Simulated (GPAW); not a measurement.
# CaMg2Te3 (ordered alloy, started on the rocksalt lattice) (P-3m1): G0W0 on several meshes in GPAW

How does the mesh move the gap of CaMg2Te3 (ordered alloy, started on the rocksalt lattice) (P-3m1)?

Main program and level: GPAW 26.7.0; PBE and many-body steps on it, plane waves.

The structure was built from a prototype and need not be the compound's stable phase.

## (1) Set-up

The structure is trigonal, space group P-3m1 (No. 164). The conventional cell has a = 4.327 Å, b = 4.327 Å, c = 10.590 Å, α = 90.00°, β = 90.00°, γ = 120.00°. Nearest to Mg lie 6 Te at 2.99 to 3.02 Å. Nearest to Te lie 6 Mg at 3.02 Å. Nearest to Te lie 3 Mg at 2.99 Å and 3 Ca at 3.17 Å. Nearest to Ca lie 6 Te at 3.17 Å. Farther neighbours and most contacts between anions are not listed.

Structure file:

```xyz
6
Lattice="4.3269 0.0000 0.0000 -2.1635 3.7472 0.0000 0.0000 0.0000 10.5901" Properties=species:S:1:pos:R:3 pbc="T T T"
Mg    2.1635    1.2491    6.9997
Te   -2.1635    3.7472    5.2950
Mg    0.0000    2.4981    3.5904
Te    2.1635    1.2491    1.9489
Ca   -2.1635    3.7472    0.0000
Te    0.0000    2.4981    8.6412
```

The structure was relaxed with PBE. The structure type comes from a generator and need not be one that this composition takes. The runs that relaxed it are not among those shown. Spin-orbit coupling is left out unless a step names it.

## (2) Empty states on the mesh, 3×3×1 mesh, 399 bands

This step: GPAW 26.7.0; DFT, PBE, plane waves, PAW.

The sums over transitions need many empty states on a uniform mesh; this step solves for them.

run.py reads:

```python
import json
import numpy as np
from gpaw.mpi import world
from gpaw import GPAW

calc = GPAW('gs.gpw').fixed_density(kpts={'size': (3, 3, 1), 'gamma': True},
    parallel={'domain': 1, 'band': 1},
    txt='nscf.txt')
calc.diagonalize_full_hamiltonian(nbands=399)
calc.write('full.gpw', mode='all')
res = {}
kpts = calc.get_ibz_k_points()
res['kpts'] = kpts
res['eigenvalues'] = [calc.get_eigenvalues(kpt=k) for k in range(len(kpts))]
res['n_electrons'] = calc.get_number_of_electrons()

if world.rank == 0:
    with open('result.json', 'w') as f:
        json.dump(res, f, default=lambda x: x.tolist())
```

On the command line:

```
> mpirun -n 3 gpaw python run.py
```

Numbers of over 12 decimals in the logs are rounded to 6 here.

The log of the run:

```text
Diagonalizing LCAO Hamiltonian
Converting LCAO to pw mode
convergence criteria:
- Maximum integral of absolute [eigenst]ate change: 4e-08 eV^2 / valence electron
maximum number of iterations: 100

SCF iterations
|iter     |     time |      energy | eigst |  dens |
|iter:   1|  |             | +0.75 |       |
|iter:   2|  |             | +0.07 |       |
|iter:   3|  |             | -0.06 |       |
[...]
|iter:  39|  |             | -6.80 |       |
|iter:  40|  |             | -7.37 |       |
|iter:  41|  |             | -7.78c|       |
SCF steps: 41
  __  _  _
 | _ |_)|_||  |
 |__||  | ||/\| - 26.7.0

Input parameters:
  mode=PW(ecut=450.000000),
  convergence={'density': 1e-06, 'bands': -3},
  gpts=array([24, 24, 54]),
  kpts=MonkhorstPack(size=(3, 3, 1), gamma=True),
  maxiter=100,
  nbands=33,
  occupations=Occupations(name='fermi-dirac', width=0.001, fixmagmom=False),
  parallel={'domain': 1, 'band': 1},
  xc=XC(name='PBE')
Matrix size: 3715x3715
# Writing to full.gpw (mode='all')
  [... matrices ...]

timing:  # [seconds]
  Total: 46.427  # ━━━━━━━━━━━━━━━━━━━━━━━━━━━━━━━━━━━━━━━━━━━━━━━━━━━━━━━━━━
```

Run time: 59 s. Hardware: 3 MPI ranks of Arm Neoverse V1, shared host; peak memory 3.2 GiB; 3 min of CPU time.

Numbers from this step:

```yaml
gap: 1.730 eV
k_of_the_valence_top: 0, 0, 0
k_of_the_conduction_bottom: 0.3333, 0, 0
least_direct_gap: 2.076 eV
k_points_computed: 3
lowest_point_of_the_top_converged_band_above_the_valence_top: 86.7639 eV
```

On this mesh the gap is 1.730 eV.

## (3) 3×3×1

Now the one-shot GW correction: screening in the RPA, then the self-energy of the levels asked for.

This step: G0W0 on PBE, plane waves, PAW.

run.py reads:

```python
import json
import numpy as np
from gpaw.mpi import world
from gpaw.response.g0w0 import G0W0

gw = G0W0('full.gpw',
    filename='gw',
    kpts=[0, 1],
    bands=(22, 26),
    ecut=30,
    nbands=64,
    integrate_gamma='WS',
    ppa=True)
gw.calculate()
res = {mode: {k: v for k, v in r.items() if k != 'sigma_eskwn'}
       for mode, r in gw.all_results.items()}

if world.rank == 0:
    with open('result.json', 'w') as f:
        json.dump(res, f, default=lambda x: x.tolist())
```

On the command line:

```
> mpirun -n 4 gpaw python run.py
```

The log of the run:

```text
Using integrator: PointIntegrator
FrequencyGridDescriptor(from 0.000+0.000j to 0.000+27.211j eV, 2 points)
Nonperiodic BCs:  [False False False]
Using integrator: PointIntegrator
FrequencyGridDescriptor(from 0.000+0.000j to 0.000+27.211j eV, 2 points)
Nonperiodic BCs:  [False False False]
  ___  _ _ _
 |   || | | |
 | | || | | |
 |__ ||_____|
 |___|

BZ k-points: Symmetries present (total): 12

  [... matrices ...]
9 k-points: 3 x 3 x 1 Monkhorst-Pack grid
3 k-points in the irreducible part of the Brillouin zone
       k-points in crystal coordinates                weights
   0:     0.00000000    0.00000000    0.00000000          1/9
   1:     0.33333333    0.00000000    0.00000000          6/9
   2:     0.33333333    0.33333333    0.00000000          2/9

Distributing spins, k-points and bands (1 x 2 x 4) over 4 processes
Number of blocks: 1

Quasi particle states:
k-points (IBZ indices): [0, 1]
Band range: (22, 26)
  [... matrices ...]
Computational parameters:
Plane wave cut-off: 30 eV
Number of bands: 64
Coulomb cutoff: None
Broadening: 0.1 eV

fxc modes: GW
Kernel: RPA
Using Godby-Needs plasmon-pole approximation:
  Fitting energy: i*E0, E0 = 1.000 Hartree
Summing all q:

Calculating screened Coulomb potential
No Coulomb truncation
FrequencyGridDescriptor(from 0.000+0.000j to 0.000+27.211j eV, 2 points)
Removing empty qpoint cache files...

Calculating chi0 body with:
    Ground state adapter containing:
    Number of spins: 1
    Number of kpoints: 9
    Number of irreducible kpoints: 3
    Number of completely occupied states: 24
    Number of partially occupied states: 24
    Occupied states memory: 11.390625 M / cpu

    Linear response parametrization:
    q_c: [0.0, 0.0, 0.0]
    Number of frequency points: 2
    Planewave cutoff: 30.0
    Number of bands: 64
    Number of planewaves: 51
    Broadening (eta): 1e-06
    comm.size: 4
    kncomm.size: 4
    blockcomm.size: 1

    Memory estimate of potentially large arrays:
        chi0_wGG: 0.079376 M / cpu
Integrating chi0 body.

Symmetries of q_c:
    Direct symmetries (Uq -> q): 12
    Indirect symmetries (TUq -> q): 0
In total 12 allowed symmetries.

  [... matrices ...]
3 groups of equivalent kpoints. 66.666667% reduction.

Integral kind: response function
Integrating chi0 head and wings.

Symmetries of q_c:
    Direct symmetries (Uq -> q): 12
    Indirect symmetries (TUq -> q): 0
In total 12 allowed symmetries.

  [... matrices ...]
3 groups of equivalent kpoints. 66.666667% reduction.

Integral kind: response function wings

Calculating chi0 body with:
    Ground state adapter containing:
    Number of spins: 1
    Number of kpoints: 9
    Number of irreducible kpoints: 3
    Number of completely occupied states: 24
    Number of partially occupied states: 24
    Occupied states memory: 11.390625 M / cpu

[... the further q-points ...]

Results:
f:      Occupation numbers
eps:     KS-eigenvalues [eV]
vxc:     KS vxc [eV]
exx:     Exact exchange [eV]
sigma:   Self-energies [eV]
dsigma:  Self-energy derivatives
Z:       Renormalization factors
qp:      QP-energies [eV]

k-point 0 (0): (0.000, 0.000, 0.000)                GW
band       f     eps     vxc     exx   sigma  dsigma       Z      qp
                                                                   GW
  22   1.000   4.528 -13.787 -15.851   2.386  -0.250   0.800   4.785
  23   1.000   4.637 -13.897 -15.795   2.286  -0.248   0.801   4.948
  24   0.000   6.714 -11.900  -7.417  -3.152  -0.239   0.807   7.788
  25   0.000   7.506 -11.405  -6.483  -3.370  -0.243   0.805   8.754

k-point 1 (1): (0.333, 0.000, 0.000)                GW
band       f     eps     vxc     exx   sigma  dsigma       Z      qp
                                                                   GW
  22   1.000   3.841 -12.982 -15.011   2.274  -0.257   0.795   4.035
  23   1.000   4.071 -13.264 -15.462   2.407  -0.256   0.796   4.237
  24   0.000   6.368 -10.298  -6.410  -2.847  -0.243   0.804   7.205
  25   0.000   6.973 -11.183  -6.019  -3.491  -0.251   0.799   8.310
```

The job ended after 9.2 s (4 MPI ranks; peak memory 1.4 GiB).

This step gave:

```
G0W0 gap on the points computed              : 2.257 eV
least direct G0W0 gap on the computed points : 2.840 eV
Z at the valence top                         : 0.8013
Z at the conduction bottom                   : 0.8045
starting gap on the mesh                     : 1.730 eV
k of the valence top                         : 0, 0, 0
k of the conduction bottom                   : 0.3333, 0, 0
```

The gap on the mesh goes from 1.73 eV to 2.26 eV, a correction of +0.53 eV.

## (4) Empty states on the mesh, 3×3×2 mesh, 74 bands

This step: DFT, PBE, plane waves, PAW.

run.py reads:

```python
import json
import numpy as np
from gpaw.mpi import world
from gpaw import GPAW

calc = GPAW('gs.gpw').fixed_density(kpts={'size': (3, 3, 2), 'gamma': True},
    nbands=86,
    convergence={'bands': 74},
    txt='nscf.txt')
calc.write('full.gpw', mode='all')
res = {}
kpts = calc.get_ibz_k_points()
res['kpts'] = kpts
res['eigenvalues'] = [calc.get_eigenvalues(kpt=k) for k in range(len(kpts))]
res['n_electrons'] = calc.get_number_of_electrons()

if world.rank == 0:
    with open('result.json', 'w') as f:
        json.dump(res, f, default=lambda x: x.tolist())
```

On the command line:

```
> mpirun -n 4 gpaw python run.py
```

The log of the run:

```text
Diagonalizing LCAO Hamiltonian
Converting LCAO to pw mode
convergence criteria:
- Maximum integral of absolute [eigenst]ate change: 4e-08 eV^2 / valence electron
maximum number of iterations: 100

SCF iterations
|iter     |     time |      energy | eigst |  dens |
|iter:   1|  |             | +3.40 |       |
|iter:   2|  |             | +2.31 |       |
|iter:   3|  |             | +1.46 |       |
[...]
|iter:  16|  |             | -6.56 |       |
|iter:  17|  |             | -7.07 |       |
|iter:  18|  |             | -7.44c|       |
SCF steps: 18
  __  _  _
 | _ |_)|_||  |
 |__||  | ||/\| - 26.7.0

Input parameters:
  mode=PW(ecut=450.000000),
  convergence={'bands': 74},
  gpts=array([24, 24, 54]),
  kpts=MonkhorstPack(size=(3, 3, 2), gamma=True),
  maxiter=100,
  nbands=86,
  occupations=Occupations(name='fermi-dirac', width=0.001, fixmagmom=False),
  parallel={},
  xc=XC(name='PBE')
# Writing to full.gpw (mode='all')
  [... matrices ...]

timing:  # [seconds]
  Total: 0.056  # ━━━━━━━━━━━━━━━━━━━━━━━━━━━━━━━━━━━━━━━━━━━━━━━━━━━━━━━━━━━
```

Elapsed: 23 s, on 4 MPI ranks; peak memory 0.79 GiB.

This step gave:

* gap: 1.730 eV
* k of the valence top: 0, 0, 0
* k of the conduction bottom: 0.3333, 0, 0
* least direct gap: 2.076 eV
* k points computed: 6
* lowest point of the top converged band, above the valence top: 19.26 eV

On this mesh the gap is 1.730 eV.

## (5) 3×3×2

This step: G0W0 on PBE, plane waves, PAW.

run.py reads:

```python
import json
import numpy as np
from gpaw.mpi import world
from gpaw.response.g0w0 import G0W0

gw = G0W0('full.gpw',
    filename='gw',
    kpts=[0, 2],
    bands=(22, 26),
    ecut=30,
    nbands=64,
    integrate_gamma='WS',
    ppa=True)
gw.calculate()
res = {mode: {k: v for k, v in r.items() if k != 'sigma_eskwn'}
       for mode, r in gw.all_results.items()}

if world.rank == 0:
    with open('result.json', 'w') as f:
        json.dump(res, f, default=lambda x: x.tolist())
```

On the command line:

```
> mpirun -n 4 gpaw python run.py
```

The log of the run:

```text
Using integrator: PointIntegrator
FrequencyGridDescriptor(from 0.000+0.000j to 0.000+27.211j eV, 2 points)
Nonperiodic BCs:  [False False False]
Using integrator: PointIntegrator
FrequencyGridDescriptor(from 0.000+0.000j to 0.000+27.211j eV, 2 points)
Nonperiodic BCs:  [False False False]
  ___  _ _ _
 |   || | | |
 | | || | | |
 |__ ||_____|
 |___|

BZ k-points: Symmetries present (total): 12

  [... matrices ...]
18 k-points: 3 x 3 x 2 Monkhorst-Pack grid + [0.000000,0.000000,1/4]
6 k-points in the irreducible part of the Brillouin zone
       k-points in crystal coordinates                weights
   0:     0.00000000    0.00000000    0.00000000          1/18
   1:     0.00000000    0.00000000    0.50000000          1/18
   2:     0.33333333    0.00000000    0.00000000          6/18
   3:     0.33333333    0.00000000    0.50000000          6/18
   4:     0.33333333    0.33333333    0.00000000          2/18
   5:     0.33333333    0.33333333    0.50000000          2/18

Distributing spins, k-points and bands (1 x 2 x 4) over 4 processes
Number of blocks: 1

Quasi particle states:
k-points (IBZ indices): [0, 2]
Band range: (22, 26)
  [... matrices ...]
Computational parameters:
Plane wave cut-off: 30 eV
Number of bands: 64
Coulomb cutoff: None
Broadening: 0.1 eV

fxc modes: GW
Kernel: RPA
Using Godby-Needs plasmon-pole approximation:
  Fitting energy: i*E0, E0 = 1.000 Hartree
Summing all q:

Calculating screened Coulomb potential
No Coulomb truncation
FrequencyGridDescriptor(from 0.000+0.000j to 0.000+27.211j eV, 2 points)
Removing empty qpoint cache files...

Calculating chi0 body with:
    Ground state adapter containing:
    Number of spins: 1
    Number of kpoints: 18
    Number of irreducible kpoints: 6
    Number of completely occupied states: 24
[...]
q_c: [0.0, 0.0, 0.0]
    Number of frequency points: 2
    Planewave cutoff: 30.0
    Number of bands: 64
    Number of planewaves: 51
    Broadening (eta): 1e-06
    comm.size: 4
    kncomm.size: 4
    blockcomm.size: 1

    Memory estimate of potentially large arrays:
        chi0_wGG: 0.079376 M / cpu
Integrating chi0 body.

Symmetries of q_c:
    Direct symmetries (Uq -> q): 12
    Indirect symmetries (TUq -> q): 0
In total 12 allowed symmetries.

  [... matrices ...]
6 groups of equivalent kpoints. 66.666667% reduction.

Integral kind: response function
Integrating chi0 head and wings.

Symmetries of q_c:
    Direct symmetries (Uq -> q): 12
    Indirect symmetries (TUq -> q): 0
In total 12 allowed symmetries.

  [... matrices ...]
6 groups of equivalent kpoints. 66.666667% reduction.

Integral kind: response function wings

Calculating chi0 body with:
    Ground state adapter containing:
    Number of spins: 1
    Number of kpoints: 18
    Number of irreducible kpoints: 6
    Number of completely occupied states: 24
    Number of partially occupied states: 24
    Occupied states memory: 11.390625 M / cpu

[... the further q-points ...]

Results:
f:      Occupation numbers
eps:     KS-eigenvalues [eV]
vxc:     KS vxc [eV]
exx:     Exact exchange [eV]
sigma:   Self-energies [eV]
dsigma:  Self-energy derivatives
Z:       Renormalization factors
qp:      QP-energies [eV]

k-point 0 (0): (0.000, 0.000, 0.000)                GW
band       f     eps     vxc     exx   sigma  dsigma       Z      qp
                                                                   GW
  22   1.000   4.528 -13.787 -15.838   2.353  -0.248   0.801   4.769
  23   1.000   4.637 -13.897 -15.665   2.161  -0.243   0.804   4.953
  24   0.000   6.714 -11.900  -7.546  -3.018  -0.236   0.809   7.794
[...]
k-point 1 (2): (0.333, 0.000, 0.000)                GW
band       f     eps     vxc     exx   sigma  dsigma       Z      qp
                                                                   GW
[...]
24   0.000   6.368 -10.298  -6.459  -2.785  -0.241   0.806   7.217
  25   0.000   6.973 -11.183  -6.035  -3.466  -0.250   0.800   8.318
```

The job ended after 18 s (4 MPI ranks; peak memory 1.4 GiB).

This step gave:

| Item | Value |
| --- | --- |
| G0W0 gap on the points computed | 2.264 eV |
| least direct G0W0 gap on the computed points | 2.841 eV |
| Z at the valence top | 0.8042 |
| Z at the conduction bottom | 0.8058 |
| starting gap on the mesh | 1.730 eV |
| k of the valence top | 0, 0, 0 |
| k of the conduction bottom | 0.3333, 0, 0 |

Against G0W0 in GPAW (3×3×1 mesh, 64 bands, screening to 30 eV, Godby-Needs plasmon pole), the gap moves by +0.007 eV.

## (6) The runs together

Times are wall times on 4 MPI ranks of Arm Neoverse V1, shared host, good to a factor of about two.

```
  run   mesh  bands  screening cutoff (eV)  DFT gap (eV)  gap on the mesh (eV)  direct (eV)   time
3×3×1  3×3×1     64                     30         1.730                 2.257        2.840  9.2 s
3×3×2  3×3×2     64                     30         1.730                 2.264        2.841   18 s
```

## (7) Summary of results

```json
{
  "3×3×1": "2.257 eV",
  "3×3×2": "2.264 eV",
  "known limits": "not at the basis limit; no spin-orbit coupling; coarse k mesh"
}
```

In words: 3×3×2: +0.007 eV against 3×3×1. Bands and cutoff are finite, so the gap is not at the basis limit. The miss can reach some tenths of an eV and take either sign; the mesh is an error of its own. These stock PAW sets were not made for GW; the filled d or f shell of Te lies in the frozen core, which bears on start and correction. In the G0W0 runs levels were corrected at 2 k points alone, so a gap called «on the mesh» is the least over those, and an edge elsewhere would be missed. A denser mesh or path gives a starting gap of 1.06 eV: the GW mesh misses a band edge, so its gaps are not the fundamental one. The 3×3×1 mesh is coarse for this cell, which bears on the long-range parts of exchange and screening. Mesh or cutoff lie under what a gap needs, so these runs test behaviour and cost; their gaps are not to be quoted. The many-body steps are scalar-relativistic: spin-orbit coupling is not in them.

[Paths, hosts, dates, memory and timing lines, banners, echoed tables and standing remarks are left out of the program output.]

[Logs are printed without paths, hosts, clocks, repeated set-up lines and the standing remarks that a program may print on its own settings, such as how far it seeks lower states.]

[Runs of the session that timed out or met a known fault of the program may be left out.]

[Hosts, paths, dates, database ids (printed as entryN), source tags and the programs' standing remarks are cut or masked in the printed files.]
